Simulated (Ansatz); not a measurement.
## Work function of Cu(111): what the settings cost and change

Aim: the work function of Cu(111) against thickness and vacuum, with the cost.

Main program and level: Ansatz 0.2.0; plane-wave DFT, PBE, Ansatz PAW.

**What experiment says.**

“Anisotropic work function of elemental crystals” (2019, arxiv:1902.07811) quotes from earlier work for Cu (clean (111) face, a compiled value): work function (clean (111) face, a compiled value) 4.9 eV.

Report form: the programs' logs are mostly left out.

## 1. Set-up

The cell holds 1 atom: 1 Cu. Its edges and angles: a = 2.553 Å, b = 2.553 Å, c = 18.000 Å, α = 90.0°, β = 90.0°, γ = 60.0°. Vacuum lies along c.

## 2. Slab, setting 1 layer

A work function rests on the faint tail of the density, so the SCF threshold is tight. The slab grows from one layer, at fixed mesh and 18 Å of vacuum; then the vacuum is varied on one slab.

Input file input.yaml:

```yaml
crystal:
  lattice:
    - [2.5526554801, 0.0, 0.0]
    - [1.27632774, 2.2106644929, 0.0]
    - [0.0, 0.0, 18.0]
  atoms:
    - { symbol: Cu, position: [0.6666666667, 0.6666666667, 0.5] }
kpoints:
  mp_grid: { grid: [18, 18, 1] }
hamiltonian:
  xc: pbe
scf:
  occupations: { method: fermi_dirac, width: 0.1 }
  convergence: { dr2_threshold: 1.0e-09 }
efield:
  axis: 3
  dipole_correction: true
  ramp_position: 0.97
  ramp_width: 0.06
output:
  write_potential: true
  write_density: true
  volumetric_format: npy
  elf: true
```

On the command line:

```
> ansatz run input.yaml --threads 2 --pin off --max-ram 3072MiB --backend cpu --events-out ev --progress --plain --runs-dir out
```

The job ended after 7.3 s (2 threads of Arm Neoverse N1, shared host; peak memory 0.37 GiB).

This step gave:

- energy at zero smearing: -6624.3858 eV
- work function, upper face: 4.955 eV

Running mean over 2.084 Å of the planar mean; the ramp of the sawtooth is left out. Electron's electrostatic potential energy less the Fermi level against z:

```csv
z (Å),electron's electrostatic potential energy less the Fermi level (eV)
3.0,4.96
3.5,4.96
4.0,4.95
4.5,4.95
5.0,4.95
5.5,4.95
6.0,4.92
6.5,4.82
7.0,4.38
7.5,2.41
8.0,-2.27
8.5,-6.57
9.0,-7.77
9.5,-6.57
10.0,-2.27
10.5,2.41
11.0,4.38
11.5,4.82
12.0,4.92
12.5,4.95
13.0,4.95
13.5,4.95
14.0,4.95
14.5,4.96
15.0,4.96
```

Electrostatic potential energy in the ca plane at fractional y = 0.667, with atoms of Cu within 0.2 Å of it. With pseudopotentials it is smooth inside the atoms' cores, unlike the true potential.

Values in eV, 5 rows by 16 columns, each cell a mean:
```
  3   3   3   3   3   2   2 -18 -24   1   2   3   3   3   3   3
  3   3   3   3   3   2   2 -23 -29   1   2   3   3   3   3   3
  3   3   3   3   3   2   2 -17 -23   1   2   3   3   3   3   3
  3   3   3   3   3   2   2  -3  -4   2   2   3   3   3   3   3
  3   3   3   3   3   2   2  -3  -4   2   2   3   3   3   3   3
```
Columns run along c (18.0 Å; values clipped at the 3rd and 97th percentile), rows up along a (2.6 Å). Atoms in or near the plane, at fractional coordinates: Cu at (0.50, 0.67).

Valence density in the ca plane at fractional y = 0.667, with atoms of Cu within 0.2 Å of it. It is the smooth field of the valence electrons, not physical close to the nuclei.

Ten steps, logarithmic in the rise over the least value, from '0' (0 e/Å³) to '9' (48 e/Å³), each cell a mean:
```
00000000000000000000145300000000000000000000
00000000000000000000378510000000000000000000
00000000000000000000389610000000000000000000
00000000000000000000267410000000000000000000
00000000000000000000134200000000000000000000
00000000000000000000011000000000000000000000
00000000000000000000001000000000000000000000
00000000000000000000011100000000000000000000
```
Columns run along c (18.0 Å), rows up along a (2.6 Å). Atoms in or near the plane, at fractional coordinates: Cu at (0.50, 0.67).

ELF in the ca plane at fractional y = 0.667, with atoms of Cu within 0.2 Å of it. It is the smooth field of the valence electrons, not physical close to the nuclei.

Ten even steps from '0' (0.00) to '9' (0.84), each cell a mean:
```
00000000000000000011223221100000000000000000
00000000000000000012257321100000000000000000
00000000000000000012279421100000000000000000
00000000000000000011246321100000000000000000
00000000000000000012222221100000000000000000
00000000000000000012222221100000000000000000
00000000000000000012222221000000000000000000
00000000000000000012222221100000000000000000
```
Columns run along c (18.0 Å), rows up along a (2.6 Å). Atoms in or near the plane, at fractional coordinates: Cu at (0.50, 0.67).

The work function is 4.955 eV.

## 3. Run, 2 atoms

System of this step: Cu(111). The cell holds 2 atoms: 2 Cu. Cell: a = 2.553 Å, b = 2.553 Å, c = 20.084 Å, α = 90.0°, β = 90.0°, γ = 60.0°. Vacuum lies along c.

input.yaml, the sections that differ from step 2:

```yaml
crystal:
  lattice:
    - [2.5526554801, 0.0, 0.0]
    - [1.27632774, 2.2106644929, 0.0]
    - [0.0, 0.0, 20.0842344718]
  atoms:
    - { symbol: Cu, position: [0.6666666667, 0.6666666667, 0.4481126733] }
    - { symbol: Cu, position: [0.0, 0.0, 0.5518873267] }
output:
  write_potential: true
  write_density: true
  volumetric_format: npy
# kpoints, hamiltonian, scf, efield: as in step 2
```

Elapsed: 12 s, on 2 threads; peak memory 0.38 GiB; 22 s of CPU time.

The work function is 4.763 eV, -0.192 eV from the run “1 layer”, at 1.7 times its CPU time.

## 4. Slab, 3 atoms

System of this step: Cu(111). The cell holds 3 atoms: 3 Cu. Cell: a = 2.553 Å, b = 2.553 Å, c = 22.168 Å, α = 90.0°, β = 90.0°, γ = 60.0°. Vacuum lies along c.

input.yaml, the sections that differ from step 3:

```yaml
crystal:
  lattice:
    - [2.5526554801, 0.0, 0.0]
    - [1.27632774, 2.2106644929, 0.0]
    - [0.0, 0.0, 22.1684689435]
  atoms:
    - { symbol: Cu, position: [0.3333333333, 0.3333333333, 0.4059820289] }
    - { symbol: Cu, position: [0.6666666667, 0.6666666667, 0.5] }
    - { symbol: Cu, position: [0.0, 0.0, 0.5940179711] }
# kpoints, hamiltonian, scf, efield, output: as in step 3
```

Elapsed: 19 s, on 2 threads; peak memory 0.44 GiB.

The work function is 4.777 eV, +0.014 eV from the run “2 layers”, at 1.7 times its CPU time.

## 5. Slab, 4 atoms

System of this step: Cu(111). The cell holds 4 atoms: 4 Cu. Cell: a = 2.553 Å, b = 2.553 Å, c = 24.253 Å, α = 90.0°, β = 90.0°, γ = 60.0°. Vacuum lies along c.

input.yaml, the sections that differ from step 4:

```yaml
crystal:
  lattice:
    - [2.5526554801, 0.0, 0.0]
    - [1.27632774, 2.2106644929, 0.0]
    - [0.0, 0.0, 24.2527034153]
  atoms:
    - { symbol: Cu, position: [0.0, 0.0, 0.3710926508] }
    - { symbol: Cu, position: [0.3333333333, 0.3333333333, 0.4570308836] }
    - { symbol: Cu, position: [0.6666666667, 0.6666666667, 0.5429691164] }
    - { symbol: Cu, position: [0.0, 0.0, 0.6289073492] }
# kpoints, hamiltonian, scf, efield, output: as in step 4
```

Wall time 32 s (2 threads); peak memory 0.49 GiB.

The work function is 4.810 eV, +0.033 eV from the run “3 layers”, at 1.6 times its CPU time.

## 6. Run, 5 atoms

System of this step: Cu(111). The cell holds 5 atoms: 5 Cu. Cell: a = 2.553 Å, b = 2.553 Å, c = 26.337 Å, α = 90.0°, β = 90.0°, γ = 60.0°. Vacuum lies along c.

input.yaml, the sections that differ from step 5:

```yaml
crystal:
  lattice:
    - [2.5526554801, 0.0, 0.0]
    - [1.27632774, 2.2106644929, 0.0]
    - [0.0, 0.0, 26.3369378871]
  atoms:
    - { symbol: Cu, position: [0.6666666667, 0.6666666667, 0.3417253759] }
    - { symbol: Cu, position: [0.0, 0.0, 0.420862688] }
    - { symbol: Cu, position: [0.3333333333, 0.3333333333, 0.5] }
    - { symbol: Cu, position: [0.6666666667, 0.6666666667, 0.579137312] }
    - { symbol: Cu, position: [0.0, 0.0, 0.6582746241] }
# kpoints, hamiltonian, scf, efield, output: as in step 5
```

Run time: 48 s. Hardware: 2 threads; peak memory 0.57 GiB; 92 s of CPU time.

The work function is 4.812 eV, +0.002 eV from the run “4 layers”, at 1.5 times its CPU time.

## 7. Run, 6 atoms

System of this step: Cu(111). The cell holds 6 atoms: 6 Cu. Its edges and angles: a = 2.553 Å, b = 2.553 Å, c = 28.421 Å, α = 90.0°, β = 90.0°, γ = 60.0°. Vacuum lies along c.

input.yaml, the sections that differ from step 6:

```yaml
crystal:
  lattice:
    - [2.5526554801, 0.0, 0.0]
    - [1.27632774, 2.2106644929, 0.0]
    - [0.0, 0.0, 28.4211723589]
  atoms:
    - { symbol: Cu, position: [0.3333333333, 0.3333333333, 0.3166653327] }
    - { symbol: Cu, position: [0.6666666667, 0.6666666667, 0.3899991996] }
    - { symbol: Cu, position: [0.0, 0.0, 0.4633330665] }
    - { symbol: Cu, position: [0.3333333333, 0.3333333333, 0.5366669335] }
    - { symbol: Cu, position: [0.6666666667, 0.6666666667, 0.6100008004] }
    - { symbol: Cu, position: [0.0, 0.0, 0.6833346673] }
# kpoints, hamiltonian, scf, efield, output: as in step 6
```

The job ended after 63 s (2 threads; peak memory 0.66 GiB; 2 min of CPU time).

The work function is 4.836 eV, +0.025 eV from the run “5 layers”, at 1.3 times its CPU time.

## 8. Run, 8 atoms

System of this step: Cu(111). The cell holds 8 atoms: 8 Cu. Cell: a = 2.553 Å, b = 2.553 Å, c = 32.590 Å, α = 90.0°, β = 90.0°, γ = 60.0°. Vacuum lies along c.

input.yaml, the sections that differ from step 7:

```yaml
crystal:
  lattice:
    - [2.5526554801, 0.0, 0.0]
    - [1.27632774, 2.2106644929, 0.0]
    - [0.0, 0.0, 32.5896413024]
  atoms:
    - { symbol: Cu, position: [0.6666666667, 0.6666666667, 0.2761613703] }
    - { symbol: Cu, position: [0.0, 0.0, 0.3401152645] }
    - { symbol: Cu, position: [0.3333333333, 0.3333333333, 0.4040691587] }
    - { symbol: Cu, position: [0.6666666667, 0.6666666667, 0.4680230529] }
    - { symbol: Cu, position: [0.0, 0.0, 0.5319769471] }
    - { symbol: Cu, position: [0.3333333333, 0.3333333333, 0.5959308413] }
    - { symbol: Cu, position: [0.6666666667, 0.6666666667, 0.6598847355] }
    - { symbol: Cu, position: [0.0, 0.0, 0.7238386297] }
# kpoints, hamiltonian, scf, efield, output: as in step 7
```

Run time: 1.8 min. Hardware: 2 threads; peak memory 0.88 GiB.

The work function is 4.826 eV, -0.010 eV from the run “6 layers”, at 1.7 times its CPU time.

## 9. Slab, 10 atoms

System of this step: Cu(111). The cell holds 10 atoms: 10 Cu. Its edges and angles: a = 2.553 Å, b = 2.553 Å, c = 36.758 Å, α = 90.0°, β = 90.0°, γ = 60.0°. Vacuum lies along c.

input.yaml, the sections that differ from step 8:

```yaml
crystal:
  lattice:
    - [2.5526554801, 0.0, 0.0]
    - [1.27632774, 2.2106644929, 0.0]
    - [0.0, 0.0, 36.758110246]
  atoms:
    - { symbol: Cu, position: [0.0, 0.0, 0.2448439253] }
    - { symbol: Cu, position: [0.3333333333, 0.3333333333, 0.3015452752] }
    - { symbol: Cu, position: [0.6666666667, 0.6666666667, 0.3582466252] }
    - { symbol: Cu, position: [0.0, 0.0, 0.4149479751] }
    - { symbol: Cu, position: [0.3333333333, 0.3333333333, 0.471649325] }
    - { symbol: Cu, position: [0.6666666667, 0.6666666667, 0.528350675] }
    - { symbol: Cu, position: [0.0, 0.0, 0.5850520249] }
    - { symbol: Cu, position: [0.3333333333, 0.3333333333, 0.6417533748] }
    - { symbol: Cu, position: [0.6666666667, 0.6666666667, 0.6984547248] }
    - { symbol: Cu, position: [0.0, 0.0, 0.7551560747] }
# kpoints, hamiltonian, scf, efield, output: as in step 8
```

Elapsed: 2.6 min, on 2 threads; peak memory 1.1 GiB; 5.2 min of CPU time.

The work function is 4.813 eV, -0.013 eV from the run “8 layers”, at 1.5 times its CPU time.

## 10. Slab, 13 atoms

System of this step: Cu(111). The cell holds 13 atoms: 13 Cu. Its edges and angles: a = 2.553 Å, b = 2.553 Å, c = 43.011 Å, α = 90.0°, β = 90.0°, γ = 60.0°. Vacuum lies along c.

input.yaml, the sections that differ from step 9:

```yaml
crystal:
  lattice:
    - [2.5526554801, 0.0, 0.0]
    - [1.27632774, 2.2106644929, 0.0]
    - [0.0, 0.0, 43.0108136613]
  atoms:
    - { symbol: Cu, position: [0.0, 0.0, 0.2092497034] }
    - { symbol: Cu, position: [0.3333333333, 0.3333333333, 0.2577080861] }
    - { symbol: Cu, position: [0.6666666667, 0.6666666667, 0.3061664689] }
    - { symbol: Cu, position: [0.0, 0.0, 0.3546248517] }
    - { symbol: Cu, position: [0.3333333333, 0.3333333333, 0.4030832345] }
    - { symbol: Cu, position: [0.6666666667, 0.6666666667, 0.4515416172] }
    - { symbol: Cu, position: [0.0, 0.0, 0.5] }
    - { symbol: Cu, position: [0.3333333333, 0.3333333333, 0.5484583828] }
    - { symbol: Cu, position: [0.6666666667, 0.6666666667, 0.5969167655] }
    - { symbol: Cu, position: [0.0, 0.0, 0.6453751483] }
    - { symbol: Cu, position: [0.3333333333, 0.3333333333, 0.6938335311] }
    - { symbol: Cu, position: [0.6666666667, 0.6666666667, 0.7422919139] }
    - { symbol: Cu, position: [0.0, 0.0, 0.7907502966] }
# kpoints, hamiltonian, scf, efield, output: as in step 9
```

It took 4.4 min on 2 threads; peak memory 1.6 GiB.

The work function is 4.815 eV, +0.001 eV from the run “10 layers”, at 1.7 times its CPU time.

## 11. Run, 7 atoms

System of this step: Cu(111). The cell holds 7 atoms: 7 Cu. Cell: a = 2.553 Å, b = 2.553 Å, c = 22.505 Å, α = 90.0°, β = 90.0°, γ = 60.0°. Vacuum lies along c.

input.yaml, the sections that differ from step 10:

```yaml
crystal:
  lattice:
    - [2.5526554801, 0.0, 0.0]
    - [1.27632774, 2.2106644929, 0.0]
    - [0.0, 0.0, 22.5054068306]
  atoms:
    - { symbol: Cu, position: [0.0, 0.0, 0.2221688343] }
    - { symbol: Cu, position: [0.3333333333, 0.3333333333, 0.3147792228] }
    - { symbol: Cu, position: [0.6666666667, 0.6666666667, 0.4073896114] }
    - { symbol: Cu, position: [0.0, 0.0, 0.5] }
    - { symbol: Cu, position: [0.3333333333, 0.3333333333, 0.5926103886] }
    - { symbol: Cu, position: [0.6666666667, 0.6666666667, 0.6852207772] }
    - { symbol: Cu, position: [0.0, 0.0, 0.7778311657] }
# kpoints, hamiltonian, scf, efield, output: as in step 10
```

The job ended after 60 s (2 threads; peak memory 0.63 GiB).

The work function is 4.811 eV. The program marks this work function as in doubt.

## 12. Slab, 7 atoms

The cell differs from the one that the last finished run ended in (c 22.505 → 26.505 Å).

input.yaml, the sections that differ from step 11:

```yaml
crystal:
  lattice:
    - [2.5526554801, 0.0, 0.0]
    - [1.27632774, 2.2106644929, 0.0]
    - [0.0, 0.0, 26.5054068306]
  atoms:
    - { symbol: Cu, position: [0.0, 0.0, 0.2640970593] }
    - { symbol: Cu, position: [0.3333333333, 0.3333333333, 0.3427313729] }
    - { symbol: Cu, position: [0.6666666667, 0.6666666667, 0.4213656864] }
    - { symbol: Cu, position: [0.0, 0.0, 0.5] }
    - { symbol: Cu, position: [0.3333333333, 0.3333333333, 0.5786343136] }
    - { symbol: Cu, position: [0.6666666667, 0.6666666667, 0.6572686271] }
    - { symbol: Cu, position: [0.0, 0.0, 0.7359029407] }
# kpoints, hamiltonian, scf, efield, output: as in step 11
```

It took 71 s on 2 threads; peak memory 0.69 GiB.

The work function is 4.815 eV, +0.004 eV from the run “7 layers, 10 Å of vacuum”, at 1.2 times its CPU time.

## 13. Slab, 7 atoms (run 2)

The cell differs from the one that the last finished run ended in (c 26.505 → 38.505 Å).

input.yaml, the sections that differ from step 12:

```yaml
crystal:
  lattice:
    - [2.5526554801, 0.0, 0.0]
    - [1.27632774, 2.2106644929, 0.0]
    - [0.0, 0.0, 38.5054068306]
  atoms:
    - { symbol: Cu, position: [0.0, 0.0, 0.337614924] }
    - { symbol: Cu, position: [0.3333333333, 0.3333333333, 0.3917432827] }
    - { symbol: Cu, position: [0.6666666667, 0.6666666667, 0.4458716413] }
    - { symbol: Cu, position: [0.0, 0.0, 0.5] }
    - { symbol: Cu, position: [0.3333333333, 0.3333333333, 0.5541283587] }
    - { symbol: Cu, position: [0.6666666667, 0.6666666667, 0.6082567173] }
    - { symbol: Cu, position: [0.0, 0.0, 0.662385076] }
# kpoints, hamiltonian, scf, efield, output: as in step 12
```

Run time: 97 s. Hardware: 2 threads; peak memory 0.9 GiB; 3.2 min of CPU time.

The work function is 4.815 eV, -0.000 eV from the run “7 layers, 14 Å of vacuum”, at 1.4 times its CPU time.

## 14. The series together

Times are for 2 threads of Arm Neoverse N1, shared host. The series side by side:

```csv
no.,setting,"work function, upper face (eV)",time,memory (GiB)
1,1 layer,4.955,7.3 s,0.37
2,2 layers,4.763,12 s,0.38
3,3 layers,4.777,19 s,0.44
4,4 layers,4.810,32 s,0.49
5,5 layers,4.812,48 s,0.57
6,6 layers,4.836,63 s,0.66
7,8 layers,4.826,1.8 min,0.88
8,10 layers,4.813,2.6 min,1.1
9,13 layers,4.815,4.4 min,1.6
10,"7 layers, 10 Å of vacuum",4.811,60 s,0.63
11,"7 layers, 14 Å of vacuum",4.815,71 s,0.69
12,"7 layers, 26 Å of vacuum",4.815,97 s,0.9
```

## 15. The same run with other settings

System of this step: Cu(111) monolayer. The cell holds 1 atom: 1 Cu. Cell: a = 2.553 Å, b = 2.553 Å, c = 18.000 Å, α = 90.0°, β = 90.0°, γ = 60.0°. Vacuum lies along c.

An input spoilt on purpose, to show how the run answers: it repeats the earlier run “1 layer” with efield.amplitude to 0 and efield.dipole_correction from true to false, and scf.max_iter set to 80; its output block differs too.

input.yaml, the sections that differ from step 13:

```yaml
crystal:
  lattice:
    - [2.5526554801, 0.0, 0.0]
    - [1.27632774, 2.2106644929, 0.0]
    - [0.0, 0.0, 18.0]
  atoms:
    - { symbol: Cu, position: [0.6666666667, 0.6666666667, 0.5] }
scf:
  occupations: { method: fermi_dirac, width: 0.1 }
  convergence: { dr2_threshold: 1.0e-09 }
  max_iter: 80
efield:
  axis: 3
  dipole_correction: false
  ramp_position: 0.97
  ramp_width: 0.06
  amplitude: 0
# kpoints, hamiltonian, output: as in step 13
```

The job ended after 0.02 s (2 threads; peak memory 0.06 GiB).

The input was rejected at the start.

The program's message: “Error: invalid value for `efield.amplitude`: is zero with dipole_correction: false — the section would apply nothing; set a non-zero amplitude, enable dipole_correction, or remove the block”

The fault put into the input: a field block that applies nothing.

## 16. Outcome

```
work function, 1 layer   : 4.955 eV
work function, 2 layers  : 4.763 eV
work function, 6 layers  : 4.836 eV
work function, 13 layers : 4.815 eV
```

What this shows: The thickest slab gives 4.81 eV, and the settings tried spread the value from 4.76 to 4.96 eV. At 18 Å of vacuum, the slabs from 3 layers on stay within 0.04 eV of the thickest. Going from 10 to 26 Å of vacuum moves it by 0.004 eV. The program marks the value as in doubt in “7 layers, 10 Å of vacuum”. The ladder's slabs use the tabulated experimental lattice constant (two decimals; a low-temperature value for the alkali metals). In 1 run of the series (7 layers, 10 Å of vacuum) the program warns that electrons reach the sawtooth's ramp, which makes dipole and work function less sure.

Comparison with the measured values:

```
                                               quantity  measured        13 layers
work function (clean (111) face, a compiled value) (eV)       4.9  4.81 (-0.09 eV)
```

Measured values from arxiv:1902.07811 (2019).

Verdict: The work function is off by -0.09 eV: good agreement. The grades are ours: good and fair within 3 and 7 % for the work function. No cell relaxation is part of this session.

[Logs are printed without paths, hosts, clocks, repeated set-up lines and the standing remarks that a program may print on its own settings, such as how far it seeks lower states.]

[Hosts, paths, dates, database ids (printed as entryN), source tags and the programs' standing remarks are cut or masked in the printed files.]

[Maps of the electrostatic potential energy from Ansatz leave out the sawtooth potential of an applied field or a dipole correction, so their vacuum need not be flat; planar profiles and work functions include it.]
